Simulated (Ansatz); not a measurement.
## Ca on Ni(111): change of the work function

Wanted: Δφ(θ) for Ca/Ni(111), starting from the fcc site.

Program: Ansatz 0.2.0. Level of theory: plane-wave DFT, PBE, Ansatz PAW. Results are calculated unless marked as measured.

### Step 1. The starting structure

The cell holds 4 atoms: 4 Ni. Its edges and angles: a = 2.489 Å, b = 2.489 Å, c = 24.097 Å, α = 90.0°, β = 90.0°, γ = 60.0°. Vacuum lies along c.

### Step 2. The clean slab

The bare slab comes first, as the zero from which every change is counted. The two lowest layers are held at bulk places and the upper ones relax. The dipole correction removes the false field that a one-sided slab makes across the periodic vacuum, so each face gets a flat vacuum level of its own.

The input, input.yaml:

```yaml
crystal:
  lattice:
    - [2.4890158698, 0.0, 0.0]
    - [1.2445079349, 2.1555509736, 0.0]
    - [0.0, 0.0, 24.0968188426]
  atoms:
    - { symbol: Ni, position: [0.0, 0.0, 0.3734932839], spin: 0.7 }
    - { symbol: Ni, position: [0.3333333333, 0.3333333333, 0.4578310946], spin: 0.7 }
    - { symbol: Ni, position: [0.6666666667, 0.6666666667, 0.5421689054], spin: 0.7 }
    - { symbol: Ni, position: [0.0, 0.0, 0.6265067161], spin: 0.7 }
magnetization:
  spin_polarized: true
kpoints:
  mp_grid: { grid: [12, 12, 1] }
hamiltonian:
  xc: pbe
scf:
  occupations: { method: fermi_dirac, width: 0.1 }
  convergence: { dr2_threshold: 1.0e-08 }
efield:
  axis: 3
  dipole_correction: true
  ramp_position: 0.97
  ramp_width: 0.06
relax:
  f_tol: 0.02
  max_steps: 60
  constraints: [{ sites: [0, 1] }]
output:
  write_potential: true
  write_density: true
  volumetric_format: npy
```

The run is started by

```bash
> ansatz run input.yaml --threads 4 --pin off --max-ram 16384MiB --backend cpu --events-out ev --progress --plain --runs-dir out
```

Numbers of over 12 decimals in the logs are rounded to 6 here.

Output:

```text
Engine: ansatz 0.2.0, aarch64-unknown-linux-gnu
Pseudopotentials: kind: paw
Pseudopotential: Ni, paw, valence charge 18, recommended cutoff 420 eV (normal), Ni.paw.azcp
Functional definition: PBE
  parameter kappa = 0.804
  parameter beta = 0.066725
  exchange = pbe_x(kappa = kappa, mu = beta*pi^2/3)
  correlation = pbe_c(beta = beta)
Crystal: 4 atoms, lattice volume = 129.284 Å³
Basis set: ecut = 420 eV, 2439 PW (Γ), exchange–correlation on 36×36×324 points (8 copies of the dense FFT grid, shifted against one another)
Bands: 45, of which v1, the nominal top of the filled ones, is band 36 counted from 1 (35 counted from 0)
Symmetry: 6 space group operations
k-points: 19 of 144 (time reversal used)
Non-local potential: Ni, projectors of the file, l = 0: 3, l = 1: 2, l = 2: 3, l = 3: 1
PAW form: soft (Blöchl's): semilocal exchange-correlation on the pseudo side does not see the compensation charge
PAW one-centre angular grid: Ni, 590 points (default); XC on 64 Gauss nodes
Initial density: superposition of atomic densities (neutral atoms: chi_scale 0, normalization atom)
Starting moments: Σ|m| = 2.8 μB on 4 of 4 sites
Initial wavefunctions: pseudopotential atomic-orbital guess
Functional: x = pbe(κ = 0.804, μ = 0.219515), c = pbe(β = 0.066725)
SCF iter   1: F=—  HF=-23353.905145 eV  |F-HF|=—  |Δ(HF+E_count)|=         —  Δρ=2.86e-2 (↑1.12e-2 ↓2.86e-2)  dr2=2.62e0  dr2_m=2.76e-1  M=2.997 μB ∫|m|=3.146 μB  β_m=1.00  ethr=3.10e-3  p=0.000 e·Å  D=3.58e-13 V/Å  ΔV_dip=-0.00 eV  dr2_dipole=4.80e-7  V_vac-E_F(+/−)=7.25/7.25 eV  ⟨swp⟩=10.9  Hψ=8806  notcnv=0  defer=16
Mixer restart at iter 1: flushing history
efield: sawtooth ramp at fractional position 0.9700 (set: `efield.ramp_position`, or a place that a band, a saddle search or an elastic batch's reference lends), width 0.0600; the density the first Hamiltonian is built on has a dipole p = 0.000 e·Å; the dipole correction subtracts the counter field D = 3.58e-13 V/Å, which shifts the + side's vacuum level by -0.00 eV against the − side's; the planar-averaged density in the ramp window peaks in size at 7.6e-6 e/Å³
preconditioner: auto → LDOS  [metal: Δε(μ)=0.005 eV  Ē_g=7.174 eV  σ=0.100 eV  W_gap=0.01  n_scr=18 (ndim 8)  ℏωp=20.7 eV  f_vac=0.604  D(μ)=7.90/eV (n_scr^D=102)]
spin=Collinear: LDOS preconditioning applied to the charge; magnetization (m = ρ↑ − ρ↓) channel mixes plain (no charge-response kernel on spin).
SCF iter   2: F=—  HF=-23354.537091 eV  |F-HF|=—  |Δ(HF+E_count)|=   6.32e-1  Δρ=1.21e-2 (↑1.21e-2 ↓9.37e-3)  dr2=4.70e-1  dr2_m=6.08e-3  M=2.950 μB ∫|m|=3.239 μB  β_m=0.32  ethr=3.10e-3  p=-0.000 e·Å  D=-1.18e-5 V/Å  ΔV_dip=0.00 eV  dr2_dipole=1.68e-7  V_vac-E_F(+/−)=6.45/6.45 eV  ⟨swp⟩=2.3  Hψ=2954  notcnv=0  defer=39
density mixer auto → msr1: a metal under ldos (density of states about μ 3.85 of a free-electron gas's, 18 screened modes)
SCF iter   3: F=—  HF=-23355.900691 eV  |F-HF|=—  |Δ(HF+E_count)|=    1.36e0  Δρ=6.31e-3 (↑6.31e-3 ↓4.98e-3)  dr2=1.22e-1  dr2_m=5.55e-3  M=2.942 μB ∫|m|=3.263 μB  β_m=0.52  ethr=6.53e-4  p=-0.000 e·Å  D=-2.13e-7 V/Å  ΔV_dip=0.00 eV  dr2_dipole=6.03e-9  V_vac-E_F(+/−)=6.01/6.01 eV  ⟨swp⟩=3.0  Hψ=2841  notcnv=0  defer=40
SCF iter   4: F=—  HF=-23357.393574 eV  |F-HF|=—  |Δ(HF+E_count)|=         —  Δρ=6.98e-3 (↑4.12e-3 ↓6.98e-3)  dr2=1.03e-1  dr2_m=3.75e-3  M=2.826 μB ∫|m|=3.215 μB  β_m=0.52  ethr=1.70e-4  p=-0.000 e·Å  D=-2.46e-6 V/Å  ΔV_dip=0.00 eV  dr2_dipole=3.15e-9  V_vac-E_F(+/−)=5.44/5.44 eV  ⟨swp⟩=3.7  Hψ=3872  notcnv=0  defer=38
SCF iter   5: F=—  HF=-23357.642354 eV  |F-HF|=—  |Δ(HF+E_count)|=   2.49e-1  Δρ=4.88e-3 (↑1.50e-3 ↓4.88e-3)  dr2=3.19e-2  dr2_m=5.57e-3  M=2.736 μB ∫|m|=3.135 μB  β_m=0.76  ethr=1.43e-4  p=0.000 e·Å  D=1.02e-6 V/Å  ΔV_dip=-0.00 eV  dr2_dipole=4.32e-9  V_vac-E_F(+/−)=5.26/5.26 eV  ⟨swp⟩=2.4  Hψ=2763  notcnv=0  defer=40
SCF iter   6: F=—  HF=-23357.693928 eV  |F-HF|=—  |Δ(HF+E_count)|=   5.16e-2  Δρ=2.88e-3 (↑1.47e-3 ↓2.88e-3)  dr2=1.26e-2  dr2_m=1.52e-3  M=2.669 μB ∫|m|=3.070 μB  β_m=0.86  ethr=4.44e-5  p=-0.000 e·Å  D=-5.89e-6 V/Å  ΔV_dip=0.00 eV  dr2_dipole=2.14e-8  V_vac-E_F(+/−)=5.15/5.15 eV  ⟨swp⟩=2.2  Hψ=2708  notcnv=0  defer=40
SCF iter   7: F=—  HF=-23357.694448 eV  |F-HF|=—  |Δ(HF+E_count)|=   5.20e-4  Δρ=2.31e-3 (↑1.35e-3 ↓2.31e-3)  dr2=9.68e-3  dr2_m=5.46e-4  M=2.662 μB ∫|m|=3.065 μB  β_m=0.72  ethr=1.75e-5  p=0.000 e·Å  D=1.37e-5 V/Å  ΔV_dip=-0.00 eV  dr2_dipole=5.06e-8  V_vac-E_F(+/−)=5.06/5.06 eV  ⟨swp⟩=2.7  Hψ=3609  notcnv=0  defer=46
SCF iter   8: F=—  HF=-23357.693229 eV  |F-HF|=—  |Δ(HF+E_count)|=   1.22e-3  Δρ=4.06e-4 (↑1.85e-4 ↓4.06e-4)  dr2=3.64e-4  dr2_m=1.71e-5  M=2.660 μB ∫|m|=3.064 μB  β_m=0.68  ethr=1.34e-5  p=-0.000 e·Å  D=-3.62e-6 V/Å  ΔV_dip=0.00 eV  dr2_dipole=1.02e-8  V_vac-E_F(+/−)=5.09/5.09 eV  ⟨swp⟩=2.0  Hψ=2577  notcnv=0  defer=48
SCF iter   9: F=—  HF=-23357.693190 eV  |F-HF|=—  |Δ(HF+E_count)|=   3.90e-5  Δρ=1.79e-4 (↑7.00e-5 ↓1.79e-4)  dr2=3.02e-5  dr2_m=1.70e-5  M=2.661 μB ∫|m|=3.067 μB  β_m=0.69  ethr=5.05e-7  p=0.000 e·Å  D=3.89e-6 V/Å  ΔV_dip=-0.00 eV  dr2_dipole=1.53e-8  V_vac-E_F(+/−)=5.09/5.09 eV  ⟨swp⟩=3.2  Hψ=3585  notcnv=0  defer=48
SCF iter  10: F=—  HF=-23357.693186 eV  |F-HF|=—  |Δ(HF+E_count)|=   3.73e-6  Δρ=5.06e-5 (↑4.29e-5 ↓5.06e-5)  dr2=1.84e-6  dr2_m=2.32e-6  M=2.661 μB ∫|m|=3.067 μB  β_m=0.80  ethr=4.19e-8  p=-0.000 e·Å  D=-3.67e-6 V/Å  ΔV_dip=0.00 eV  dr2_dipole=5.53e-9  V_vac-E_F(+/−)=5.08/5.08 eV  ⟨swp⟩=2.1  Hψ=2621  notcnv=0  defer=48
SCF iter  11: F=—  HF=-23357.693187 eV  |F-HF|=—  |Δ(HF+E_count)|=   9.70e-7  Δρ=2.05e-5 (↑1.28e-5 ↓2.05e-5)  dr2=6.07e-7  dr2_m=1.91e-7  M=2.661 μB ∫|m|=3.067 μB  β_m=0.87  ethr=2.55e-9  p=0.000 e·Å  D=7.88e-6 V/Å  ΔV_dip=-0.00 eV  dr2_dipole=2.87e-8  V_vac-E_F(+/−)=5.08/5.08 eV  ⟨swp⟩=2.1  Hψ=2535  notcnv=0  defer=48
SCF iter  12: F=—  HF=-23357.693187 eV  |F-HF|=—  |Δ(HF+E_count)|=   2.51e-7  Δρ=1.80e-5 (↑1.51e-5 ↓1.80e-5)  dr2=9.33e-7  dr2_m=1.72e-8  M=2.661 μB ∫|m|=3.067 μB  β_m=0.65  ethr=8.43e-10  p=-0.000 e·Å  D=-1.24e-5 V/Å  ΔV_dip=0.00 eV  dr2_dipole=7.47e-8  V_vac-E_F(+/−)=5.08/5.08 eV  ⟨swp⟩=2.5  Hψ=3401  notcnv=0  defer=48
SCF iter  13: F=—  HF=-23357.693187 eV  |F-HF|=—  |Δ(HF+E_count)|=   2.13e-7  Δρ=3.08e-6 (↑2.15e-6 ↓3.08e-6)  dr2=3.91e-8  dr2_m=2.54e-9  M=2.661 μB ∫|m|=3.067 μB  β_m=0.82  ethr=8.43e-10  p=-0.000 e·Å  D=-2.09e-6 V/Å  ΔV_dip=0.00 eV  dr2_dipole=9.96e-9  V_vac-E_F(+/−)=5.08/5.08 eV  ⟨swp⟩=2.1  Hψ=2507  notcnv=0  defer=48
[...]
density mixer auto → msr1: a metal under ldos (density of states about μ 3.54 of a free-electron gas's, 18 screened modes)
SCF iter   3: F=—  HF=-23357.695252 eV  |F-HF|=—  |Δ(HF+E_count)|=   3.47e-6  Δρ=3.61e-4 (↑3.61e-4 ↓2.26e-4)  dr2=1.98e-4  dr2_m=3.76e-5  M=2.664 μB ∫|m|=3.069 μB  β_m=0.44  ethr=1.15e-6  p=0.001 e·Å  D=1.05e-3 V/Å  ΔV_dip=-0.03 eV  dr2_dipole=3.96e-5  V_vac-E_F(+/−)=5.05/5.08 eV  ⟨swp⟩=1.8  Hψ=2163  notcnv=0  defer=48
SCF iter   4: F=—  HF=-23357.695307 eV  |F-HF|=—  |Δ(HF+E_count)|=   5.46e-5  Δρ=1.71e-4 (↑1.71e-4 ↓1.57e-4)  dr2=3.30e-5  dr2_m=2.06e-5  M=2.663 μB ∫|m|=3.067 μB  β_m=0.46  ethr=2.74e-7  p=0.001 e·Å  D=8.26e-4 V/Å  ΔV_dip=-0.02 eV  dr2_dipole=2.43e-8  V_vac-E_F(+/−)=5.06/5.08 eV  ⟨swp⟩=1.5  Hψ=1921  notcnv=0  defer=48
SCF iter   5: F=—  HF=-23357.695322 eV  |F-HF|=—  |Δ(HF+E_count)|=   1.50e-5  Δρ=7.39e-5 (↑5.22e-5 ↓7.39e-5)  dr2=5.11e-6  dr2_m=4.02e-6  M=2.662 μB ∫|m|=3.067 μB  β_m=0.61  ethr=4.58e-8  p=0.000 e·Å  D=6.00e-4 V/Å  ΔV_dip=-0.01 eV  dr2_dipole=8.35e-7  V_vac-E_F(+/−)=5.07/5.08 eV  ⟨swp⟩=2.1  Hψ=2952  notcnv=0  defer=48
SCF iter   6: F=—  HF=-23357.695328 eV  |F-HF|=—  |Δ(HF+E_count)|=   6.07e-6  Δρ=4.54e-5 (↑4.33e-5 ↓4.54e-5)  dr2=5.56e-6  dr2_m=7.72e-7  M=2.661 μB ∫|m|=3.066 μB  β_m=0.57  ethr=7.10e-9  p=0.000 e·Å  D=4.49e-4 V/Å  ΔV_dip=-0.01 eV  dr2_dipole=1.56e-7  V_vac-E_F(+/−)=5.07/5.08 eV  ⟨swp⟩=3.1  Hψ=3518  notcnv=0  defer=48
SCF iter   7: F=—  HF=-23357.695328 eV  |F-HF|=—  |Δ(HF+E_count)|=   4.70e-7  Δρ=2.52e-5 (↑2.52e-5 ↓1.49e-5)  dr2=2.59e-6  dr2_m=2.45e-7  M=2.661 μB ∫|m|=3.065 μB  β_m=0.52  ethr=7.10e-9  p=0.000 e·Å  D=3.65e-4 V/Å  ΔV_dip=-0.01 eV  dr2_dipole=9.20e-7  V_vac-E_F(+/−)=5.07/5.08 eV  ⟨swp⟩=2.1  Hψ=2796  notcnv=0  defer=48
SCF iter   8: F=—  HF=-23357.695328 eV  |F-HF|=—  |Δ(HF+E_count)|=   1.08e-7  Δρ=1.02e-5 (↑9.82e-6 ↓1.02e-5)  dr2=4.18e-8  dr2_m=1.01e-7  M=2.661 μB ∫|m|=3.065 μB  β_m=0.69  ethr=3.59e-9  p=0.000 e·Å  D=3.80e-4 V/Å  ΔV_dip=-0.01 eV  dr2_dipole=2.27e-9  V_vac-E_F(+/−)=5.07/5.08 eV  ⟨swp⟩=2.4  Hψ=2355  notcnv=0  defer=48
SCF iter   9: F=—  HF=-23357.695329 eV  |F-HF|=—  |Δ(HF+E_count)|=   1.88e-7  Δρ=4.90e-6 (↑4.07e-6 ↓4.90e-6)  dr2=1.37e-7  dr2_m=1.16e-8  M=2.660 μB ∫|m|=3.065 μB  β_m=0.62  ethr=5.81e-11  p=0.000 e·Å  D=3.76e-4 V/Å  ΔV_dip=-0.01 eV  dr2_dipole=2.33e-9  V_vac-E_F(+/−)=5.07/5.08 eV  ⟨swp⟩=3.1  Hψ=3695  notcnv=0  defer=48
SCF iter  10: F=—  HF=-23357.695329 eV  |F-HF|=—  |Δ(HF+E_count)|=   1.76e-9  Δρ=2.50e-6 (↑2.50e-6 ↓2.27e-6)  dr2=2.53e-8  dr2_m=3.14e-9  M=2.660 μB ∫|m|=3.065 μB  β_m=0.56  ethr=5.81e-11  p=0.000 e·Å  D=3.70e-4 V/Å  ΔV_dip=-0.01 eV  dr2_dipole=7.75e-9  V_vac-E_F(+/−)=5.07/5.08 eV  ⟨swp⟩=2.3  Hψ=3262  notcnv=0  defer=48
SCF iter  11: F=—  HF=-23357.695329 eV  |F-HF|=—  |Δ(HF+E_count)|=   3.96e-9  Δρ=1.37e-6 (↑1.37e-6 ↓1.25e-6)  dr2=3.07e-9  dr2_m=1.07e-9  M=2.660 μB ∫|m|=3.065 μB  β_m=0.56  ethr=3.52e-11  p=0.000 e·Å  D=3.74e-4 V/Å  ΔV_dip=-0.01 eV  dr2_dipole=4.12e-10  V_vac-E_F(+/−)=5.07/5.08 eV  ⟨swp⟩=2.0  Hψ=2494  notcnv=0  defer=48
SCF iter  12: F=—  HF=-23357.695329 eV  |F-HF|=—  |Δ(HF+E_count)|=  3.27e-11  Δρ=9.58e-7 (↑9.58e-7 ↓4.74e-7)  dr2=1.33e-9  dr2_m=5.63e-10  M=2.660 μB ∫|m|=3.065 μB  β_m=0.78  ethr=4.27e-12  p=0.000 e·Å  D=3.75e-4 V/Å  ΔV_dip=-0.01 eV  dr2_dipole=6.93e-11  V_vac-E_F(+/−)=5.07/5.08 eV  ⟨swp⟩=2.1  Hψ=2475  notcnv=0  defer=48
SCF iter  13: F=—  HF=-23357.695329 eV  |F-HF|=—  |Δ(HF+E_count)|=   1.54e-9  Δρ=2.68e-6 (↑4.01e-7 ↓2.68e-6)  dr2=1.69e-8  dr2_m=1.71e-9  M=2.660 μB ∫|m|=3.065 μB  β_m=0.89  ethr=1.84e-12  p=0.000 e·Å  D=3.77e-4 V/Å  ΔV_dip=-0.01 eV  dr2_dipole=1.12e-11  V_vac-E_F(+/−)=5.07/5.08 eV  ⟨swp⟩=2.0  Hψ=2430  notcnv=0  defer=48
SCF iter  14: F=-23357.695329 eV  HF=-23357.695329 eV  |F-HF|=3.15e-9  |Δ(HF+E_count)|=  7.89e-10  Δρ=9.53e-7 (↑4.16e-7 ↓9.53e-7)  dr2=3.21e-9  dr2_m=1.09e-10  M=2.660 μB ∫|m|=3.065 μB  ethr=1.84e-12  p=0.000 e·Å  D=3.78e-4 V/Å  ΔV_dip=-0.01 eV  dr2_dipole=6.19e-10  V_vac-E_F(+/−)=5.07/5.08 eV  ⟨swp⟩=6.3  Hψ=10600  notcnv=0
SCF 3 converged in 14 iterations: F = -23357.695329 eV  dr2 = 3.21e-9
relax step   3: F+E_penalty+E_count = -23357.69532856 eV  Δ(F+E_penalty+E_count) = -7.170e-4 eV  max|allowed force component| = 2.492e-3 eV/Å  Δτ_max = 0.0193 Å  (14 SCF iters, accepted)
NSCF: frozen V_eff on 19 k-points
the band table was solved once a step of the walk had ended and its energy, with any forces and stress, was formed, with the checks that follow a solve (9208 applications of the Hamiltonian). They found nothing against the state; the energy, forces and stress were not computed again (output.eigenvalues in the input reference)
WARN: The output density's exchange-correlation potential varies sharply where the density is thin. Do not read a vacuum level from v_tot or v_xc, or from such a field of the output density. On a cell that repeats whose density bears no net charge and no dipole along the vacuum's axis use v_es (v_loc + v_h of the components); under efield.dipole_correction with no amplitude use v_es + v_field, which holds any externa [...]
SCF converged after 14 iterations
Magnetization: 2.6604 μB (37.3302 up, 34.6698 down)
Absolute magnetization: 3.0681 μB (∫|ρ↑−ρ↓|, with the PAW one-centre terms)
Spin contamination: 0.0397 ħ² per cell (⟨S²⟩ above its minimum at these occupations)
Per-site moments (μB) at R_I (Å): [(0.697093, 1.026719), (0.715500, 1.024444), (0.716982, 1.017614), (0.700574, 1.017614)]
Free energy (F): -23357.695329 eV
Harris-Foulkes:  -23357.695329 eV  (|F-HF|=3.15e-9)
Internal energy: -23357.459514 eV  (E = F + TS)
E sigma→0 (E₀):  -23357.577421 eV
Entropy (-TS):   -0.235815 eV (-58.954 meV/atom)
Fermi energy:    2.806611 eV
Dipole field:    D = 0.000420 V/Å  (p = 0.000300 e·Å, saw-weighted, corrected)
Work function:   Φ+ = 5.0720 eV   Φ− = 5.0821 eV
Levels:          The Fermi level and band energies are counted from a zero that moves with the ramp; work functions are not
--- Per-component energies (eV) ---
  E_band       = -2233.047890
  E_kinetic    = 1126.070206
  E_local      = -172553.846970  (includes V_loc(G=0)·N_el)
  E_nonlocal   = 2547.333296
  E_hartree    = 84594.354199
  E_xc         = -336.334423
  E_vxc        = -433.429848  (∫ρ·V_xc dr)
  E_paw        = -6522.740071  (= ΣΔE_a)
  E_vpaw       = -2107.890488  (= ΣTr[D̂ρ^β])
  E_aug_tail   = 0.002094  (compensation charges beyond the density's cutoff)
  E_efield     = 0.000000  (sawtooth field / dipole correction)
  E_vefield    = 0.000307  (∫n·V_field dr)
  E_ewald      = 67787.702154
  E_smearing   = -0.235815  (= −TS)
  E_closure    = -0.000000  (closes the sum)
  Σ components = -23357.695329   (vs F -23357.695329, Δ=0.00e0)
--- Forces (eV/Å), atoms counted from 1 ---
  atom   1  Ni    -0.00000000    -0.00000000     0.14360102
  atom   2  Ni    -0.00000000     0.00000000    -0.14452175
  atom   3  Ni     0.00000000    -0.00000000    -0.00158484
  atom   4  Ni     0.00000000     0.00000000     0.00249224
  max |Σ_I F_I| component: 1.33e-5 eV/Å
--- Band table (eV; the first three rows and the last of 38) ---
  k-point 0 ↑: bands = [... 32 lower, 1.4980, 1.6464, 1.6464, 2.0208, 2.0208, 2.1301, 2.1788, 2.1788, ... 5 higher]
  k-point 1 ↑: bands = [... 32 lower, 1.4402, 1.5080, 1.6627, 1.6938, 1.8504, 2.0182, 2.1827, 2.7997, ... 5 higher]
  k-point 2 ↑: bands = [... 32 lower, 1.2167, 1.3936, 1.5035, 1.6730, 2.0108, 2.1822, 2.1914, 3.6577, ... 5 higher]
  k-point 18 ↓: bands = [... 32 lower, 2.7441, 2.8850, 2.8850, 2.8927, 7.8453, 8.0826, 8.0958, 8.8517, ... 5 higher]
--- Relaxed structure (3 steps of the walk, 3 accepted, 0 SCFs on fresh bases) ---
  F+E_penalty+E_count = -23357.69532856 eV   max|allowed force component| = 2.492e-3 eV/Å
  atoms:
    - { symbol: Ni, position: [0.0, 0.0, 0.373493] }
    - { symbol: Ni, position: [0.333333, 0.333333, 0.4578310946] }
    - { symbol: Ni, position: [0.666667, 0.666667, 0.541888] }
    - { symbol: Ni, position: [0, 0.0, 0.625102] }
```

Wall time 29 s (4 threads of Arm Neoverse V1, shared host); peak memory 0.53 GiB; 1.8 min of CPU time.

The steps of the relaxation:

```
step  energy less that of the first step (eV)  largest force component (eV/Å)
   1                                   0.0000                          0.1468
   2                                  -0.0014                          0.0868
   3                                  -0.0021                          0.0025
```

The run keeps the 6 symmetry operations that it works with, so distortions that break them were not tested.

The atoms that moved most (Å):

```
atom     dx     dy      dz  length
 Ni4  0.000  0.000  -0.034   0.034
 Ni3  0.000  0.000  -0.007   0.007
```

Numbers from this step:

```
energy at zero smearing   : -23357.5774 eV
total moment              : 2.660 μB
site moments              : 0.6971, 0.7155, 0.7170, 0.7006 μB
work function, upper face : 5.072 eV
dipole along the normal   : 3.00e-4 e·Å
```

Running mean over 2.032 Å of the planar mean; the ramp of the sawtooth is left out. Electron's electrostatic potential energy less the Fermi level against z:

z (Å), electron's electrostatic potential energy less the Fermi level (eV) and a bar from the least value:
```
        3        5.1 ##############################
        4        5.1 ##############################
        5        5.1 ##############################
        6        5.0 ##############################
        7        4.4 #############################
        8       -3.2 ##############
        9      -10.0 #
       10      -10.3 #
       11      -10.4 
       12      -10.5 
       13      -10.4 
       14      -10.6 
       15      -10.2 #
       16       -4.0 #############
       17        4.3 ############################
       18        5.0 ##############################
       19        5.1 ##############################
       20        5.1 ##############################
       21        5.1 ##############################
```

Site moment by atom:

```
atom  site moment (μB)
 Ni1             0.697
 Ni2             0.716
 Ni3             0.717
 Ni4             0.701
```

The relaxation took 3 steps and lowered the energy by 0.0021 eV; the largest force on the free atoms ends at 0.0025 eV/Å.

The work function of the upper face is 5.07 eV.

(Part 1 of 4 ends here.)

[Logs are printed without paths, hosts, clocks, repeated set-up lines and the standing remarks that a program may print on its own settings, such as how far it seeks lower states.]

[Hosts, paths, dates, database ids (printed as entryN), source tags and the programs' standing remarks are cut or masked in the printed files.]

[Maps of the electrostatic potential energy from Ansatz leave out the sawtooth potential of an applied field or a dipole correction, so their vacuum need not be flat; planar profiles and work functions include it.]
